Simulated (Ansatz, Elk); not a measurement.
## LuVGe2: X-ray structure factors from the self-consistent density

The structure of LuVGe2 used here is made up (a known structure type with other elements) and was relaxed beforehand with PBE. The aim is the Fourier transform of its all-electron density, F(hkl), set beside the sum over free spherical atoms that refinements use.

Program: Elk 11.2.3 (patched build). Level of theory: DFT, PBE, all-electron APW+lo, Dirac cores, scalar-relativistic bands, static density, ferromagnetic start. Results are calculated unless marked as measured.

This account leaves out most program logs.

The structure was built from a prototype and need not be the compound's stable phase.

## 1. Starting point

Symmetry: Cmcm, No. 63, orthorhombic system. Conventional cell: a = 3.927 Å, b = 20.282 Å, c = 3.843 Å, α = 90.00°, β = 90.00°, γ = 90.00°. Lu has 6 Ge at 2.91 to 3.25 Å and 4 V at 3.15 Å nearest. Ge has 1 V at 2.51 Å and 2 Ge at 2.52 Å and 6 Lu at 2.91 to 3.25 Å nearest. Nearest to Ge lie 4 V at 2.61 to 2.62 Å and 4 Ge at 2.75 Å. Nearest to V lie 5 Ge at 2.51 to 2.62 Å and 4 Lu at 3.15 Å. Farther neighbours are not listed.

## 2. Ground state and structure factors

An all-electron density is needed, since X-rays see the cores too. Task 0 finds the density and task 195 Fourier-transforms it; tshift is off so that phases refer to the origin typed.

elk.in

```
tasks
  0
  195
  196

xctype
  20

spinpol
  .true.

rgkmax
  7.0

gmaxvr
  14.0

lmaxo
  7

lmaxapw
  8

swidth
  0.002

tshift
  .false.

ramdisk
  .false.

hmaxvr
  5.5

maxscl
  120

epspot
  1e-06

reducebf
  0.8

sppath
  './'

avec
  3.71078601309 -19.16327687885 0.00000000000
  3.71078601309 19.16327687885 0.00000000000
  0.00000000000 0.00000000000 7.26252644821

atoms
  3
  'Lu.in'
  2
  0.9123170045 0.0876829955 0.7500000000   0.000000 0.000000 0.000000
  0.0876829955 0.9123170045 0.2500000000   0.000000 0.000000 0.000000
  'Ge.in'
  4
  0.5401495825 0.4598504175 0.7500000000   0.000000 0.000000 0.000000
  0.4598504175 0.5401495825 0.2500000000   0.000000 0.000000 0.000000
  0.2489225993 0.7510774007 0.7500000000   0.000000 0.000000 0.000000
  0.7510774007 0.2489225993 0.2500000000   0.000000 0.000000 0.000000
  'V.in'
  2
  0.6636676069 0.3363323931 0.7500000000   0.000000 0.000000 -0.060000
  0.3363323931 0.6636676069 0.2500000000   0.000000 0.000000 -0.060000

ngridk
  5 5 5
```

The run is started by

```console
$ OMP_NUM_THREADS=4 elk
```

The job ended after 16 min (4 threads of Arm Neoverse V2, shared host; peak memory 0.94 GiB; 59 min of CPU time).

SFACRHO.OUT:

```text

h k l indices transformed by vhmat matrix:
   1.000000000       0.000000000       0.000000000    
   0.000000000       1.000000000       0.000000000    
   0.000000000       0.000000000       1.000000000    

      h      k      l  multipl.   |H|            Re(F)            Im(F)           |F|

      0      0      0      1   0.0000000       316.00000      0.16499162E-15   316.00000    
     -1      1      0      2  0.32787635       34.426394     -0.25084861E-13   34.426394    
     -2      2      0      2  0.65575270      -11.683096      0.48377946E-13   11.683096    
      0      1      0      4  0.86233757       35.451746     -0.53753274E-14   35.451746    
      0      0     -1      2  0.86515145      0.76882596E-13  -0.0000000      0.76882596E-13
      1     -1     -1      2  0.92519724       52.480943      0.89588789E-14   52.480943    
     -1      1     -1      2  0.92519724      -52.480943      0.35835516E-14   52.480943    
     -1      2      0      4  0.97909749      -14.001786     -0.70551172E-14   14.001786    
     -3      3      0      2  0.98362905      -140.29001     -0.18589674E-13   140.29001    
     -2      2     -1      2   1.0855868      -86.562856      -0.0000000       86.562856    
     -2      2      1      2   1.0855868       86.562856      -0.0000000       86.562856    
     -2      3      0      4   1.1784072      -142.98019      0.28668413E-13   142.98019    
      1      0      1      4   1.2215208      -54.459777     -0.41210843E-13   54.459777    
      1      0     -1      4   1.2215208       54.459777      0.39419067E-13   54.459777    
     -1      2      1      4   1.3065676       208.44581     -0.14334206E-13   208.44581    
     -2      1     -1      4   1.3065676      -208.44581     -0.46586171E-13   208.44581    
     -3      3     -1      2   1.3099669       69.240467      0.35835516E-14   69.240467    
     -3      3      1      2   1.3099669      -69.240467     -0.35835516E-14   69.240467
```

Elk indexes on the primitive cell of elk.in and gives |H| = 4π sin θ/λ in inverse bohr. Below, one row stands for each form hkl of the conventional cell (m members, Friedel mates merged), F is for one primitive cell and the density is static (no thermal factor). Free-atom factors are Waasmaier and Kirfel's, and R is Σm||F|−|F'||/Σm|F|.

| hkl | m | sin θ/λ (Å⁻¹) | abs F, DFT | neutral atoms | diff. |
| --- | --- | --- | --- | --- | --- |
| 020 | 2 | 0.049 | 34.426 | 34.495 | -0.069 |
| 040 | 2 | 0.099 | 11.683 | 11.559 | +0.124 |
| 110 | 4 | 0.130 | 35.452 | 35.965 | -0.514 |
| 001 | 2 | 0.130 | 0.000 | 0.000 | +0.000 |
| 021 | 4 | 0.139 | 52.481 | 53.062 | -0.582 |
| 130 | 4 | 0.147 | 14.002 | 14.231 | -0.229 |
| 060 | 2 | 0.148 | 140.290 | 140.199 | +0.091 |
| 041 | 4 | 0.163 | 86.563 | 86.788 | -0.225 |
| 150 | 4 | 0.177 | 142.980 | 143.218 | -0.238 |
| 111 | 8 | 0.184 | 54.460 | 54.828 | -0.368 |
| 131 | 8 | 0.197 | 208.446 | 208.846 | -0.400 |
| 061 | 4 | 0.197 | 69.240 | 69.168 | +0.072 |
| 080 | 2 | 0.197 | 19.588 | 19.613 | -0.025 |
| 170 | 4 | 0.214 | 101.646 | 102.148 | -0.502 |
| 151 | 8 | 0.220 | 12.452 | 12.229 | +0.223 |
| 081 | 4 | 0.236 | 179.829 | 180.695 | -0.866 |
| 0 10 0 | 2 | 0.246 | 24.776 | 25.581 | -0.805 |
| 171 | 8 | 0.251 | 43.753 | 44.340 | -0.587 |
| 200 | 2 | 0.255 | 236.926 | 238.039 | -1.113 |
| 190 | 4 | 0.256 | 90.191 | 90.846 | -0.655 |
| 220 | 4 | 0.259 | 30.500 | 30.653 | -0.154 |
| 002 | 2 | 0.260 | 235.119 | 236.198 | -1.079 |

## 3. The magnetisation density

The same run holds the spin density, and task 196 transforms it. The order is that of the start, and no other was tried.

SFACMAG_1.OUT:

```text

h k l indices transformed by vhmat matrix:
   1.000000000       0.000000000       0.000000000    
   0.000000000       1.000000000       0.000000000    
   0.000000000       0.000000000       1.000000000    

      h      k      l  multipl.   |H|            Re(F)            Im(F)           |F|

      0      0      0      1   0.0000000       3.1202740      0.34969246E-17   3.1202740    
     -1      1      0      2  0.32787635      -1.3664768      -0.0000000       1.3664768    
     -2      2      0      2  0.65575270      -1.5648974      -0.0000000       1.5648974    
      0      1      0      4  0.86233757      -1.0029565     -0.11198599E-15   1.0029565    
      0      0     -1      2  0.86515145      0.46680724E-15  -0.0000000      0.46680724E-15
      1     -1     -1      2  0.92519724      -1.7820664      0.55992993E-16   1.7820664    
     -1      1     -1      2  0.92519724       1.7820664      0.55992993E-16   1.7820664    
     -1      2      0      4  0.97909749       1.9857689      0.27996497E-16   1.9857689    
     -3      3      0      2  0.98362905       2.3020519      0.83989490E-16   2.3020519    
     -2      2     -1      2   1.0855868      -1.5773056     -0.16797898E-15   1.5773056    
     -2      2      1      2   1.0855868       1.5773056      0.22397197E-15   1.5773056    
     -2      3      0      4   1.1784072     -0.81652795     -0.11198599E-15  0.81652795    
      1      0      1      4   1.2215208      -1.4795517     -0.55992993E-16   1.4795517    
      1      0     -1      4   1.2215208       1.4795517      0.55992993E-16   1.4795517    
     -1      2      1      4   1.3065676      0.69684252E-01  -0.0000000      0.69684252E-01
     -2      1     -1      4   1.3065676     -0.69684252E-01 -0.11198599E-15  0.69684252E-01
```

The total moment is 3.12 μB a cell; sphere moments: Lu1 +0.04, Lu2 +0.04, Ge3 -0.01, Ge4 -0.01, Ge5 -0.02, Ge6 -0.02, V7 +1.31, V8 +1.31 μB. Polarised neutrons measure spin and orbital magnetisation together; without spin-orbit coupling the run gives the spin part:

| hkl | sin θ/λ (Å⁻¹) | abs F_M (μB) |
| --- | --- | --- |
| 020 | 0.049 | 1.367 |
| 040 | 0.099 | 1.565 |
| 110 | 0.130 | 1.003 |
| 001 | 0.130 | 0.000 |
| 021 | 0.139 | 1.782 |
| 130 | 0.147 | 1.986 |
| 060 | 0.148 | 2.302 |
| 041 | 0.163 | 1.577 |
| 150 | 0.177 | 0.817 |
| 111 | 0.184 | 1.480 |
| 131 | 0.197 | 0.070 |
| 061 | 0.197 | 0.149 |
| 080 | 0.197 | 0.480 |
| 170 | 0.214 | 0.801 |

## 4. The highest occupied states alone

An energy window below the Fermi level keeps the highest occupied states, to see at which angles they scatter; shallow core shells can lie inside it and anion s states outside. No new self-consistency is needed.

Changes to elk.in since step 2:

```diff
@@ -1,5 +1,3 @@
 tasks
-  0
   195
-  196
 
@@ -44,2 +42,5 @@
 
+wsfac
+  -0.083280 0.584210
+
 sppath
```

The run is started by

```console
$ OMP_NUM_THREADS=4 elk
```

Elapsed: 27 s, on 4 threads; peak memory 0.51 GiB; 45 s of CPU time.

States within 10 eV below the Fermi level hold 57.76 electrons; any levels below the window count with the cores, and a count that is not whole means the window cuts a band. Their amplitudes can exceed the total, where window and core parts have opposite phase:

| hkl | sin θ/λ (Å⁻¹) | abs F, window | abs F, all |
| --- | --- | --- | --- |
| 020 | 0.049 | 9.374 | 34.426 |
| 040 | 0.099 | 14.839 | 11.683 |
| 110 | 0.130 | 17.180 | 35.452 |
| 001 | 0.130 | 0.000 | 0.000 |
| 021 | 0.139 | 17.390 | 52.481 |
| 130 | 0.147 | 1.105 | 14.002 |
| 060 | 0.148 | 23.400 | 140.290 |
| 041 | 0.163 | 21.820 | 86.563 |
| 150 | 0.177 | 24.086 | 142.980 |
| 111 | 0.184 | 14.297 | 54.460 |

## 5. Another functional

The difference from free atoms is small, so it is set against the change that LDA (Perdew-Wang) makes.

Changes to elk.in since step 4:

```diff
@@ -1,6 +1,8 @@
 tasks
+  0
   195
+  196
 
 xctype
-  20
+  3
 
@@ -42,5 +44,2 @@
 
-wsfac
-  -0.083280 0.584210
-
 sppath
```

The run is started by

```console
$ OMP_NUM_THREADS=4 elk
```

Run time: 7.5 min. Hardware: 4 threads; peak memory 0.64 GiB.

The run was cut off at its time limit.

## 6. A coarser k-mesh

About half the k-points along each axis test the sampling.

Changes to elk.in since step 5:

```diff
@@ -6,3 +6,3 @@
 xctype
-  3
+  20
 
@@ -70,2 +70,2 @@
 ngridk
-  5 5 5
+  2 2 2
```

The run is started by

```console
$ OMP_NUM_THREADS=4 elk
```

The job ended after 4.5 min (4 threads; peak memory 0.94 GiB).

The run was cut off at its time limit.

## 7. Outcome

```
R against neutral atoms, sin θ/λ < 0.3 Å⁻¹ : 0.44 %
R against neutral atoms, 0.3 to 0.55 Å⁻¹   : 0.23 %
```

**Reading.** Independent neutral atoms miss the calculated amplitudes by R = 0.44 % below 0.3 Å⁻¹ and 0.23 % from there to 0.55 Å⁻¹; by shells, 0.75 % below 0.15 Å⁻¹ (6 forms), 0.42 % 0.15 to 0.3 (27 forms), 0.24 % 0.3 to 0.45 (54 forms), 0.22 % above 0.45 (57 forms). Bonding, aspherical density and the tables' own atoms all enter these figures, and the runs don't part them. The largest change of an amplitude is -1.11 electrons, at 200. The magnetic order is that of the start. No other order was tried here, and an antiferromagnetic one would change or move the magnetic intensity. The window's part falls from 57.8 electrons at the origin to at most 11.69 between 0.45 and 0.55 Å⁻¹, where compact states inside the window still scatter. The basis has no finished test. The k-mesh has no finished test. Spin-orbit coupling is left out, which can matter for elements this heavy. Part of the difference isn't bonding: the tables are fits to free atoms and ions calculated by other methods than this functional. Thermal motion, anomalous dispersion and extinction are left out.

[Logs are printed without paths, hosts, clocks, repeated set-up lines and the standing remarks that a program may print on its own settings, such as how far it seeks lower states.]

[Hosts, paths, dates, database ids (printed as entryN), source tags and the programs' standing remarks are cut or masked in the printed files.]
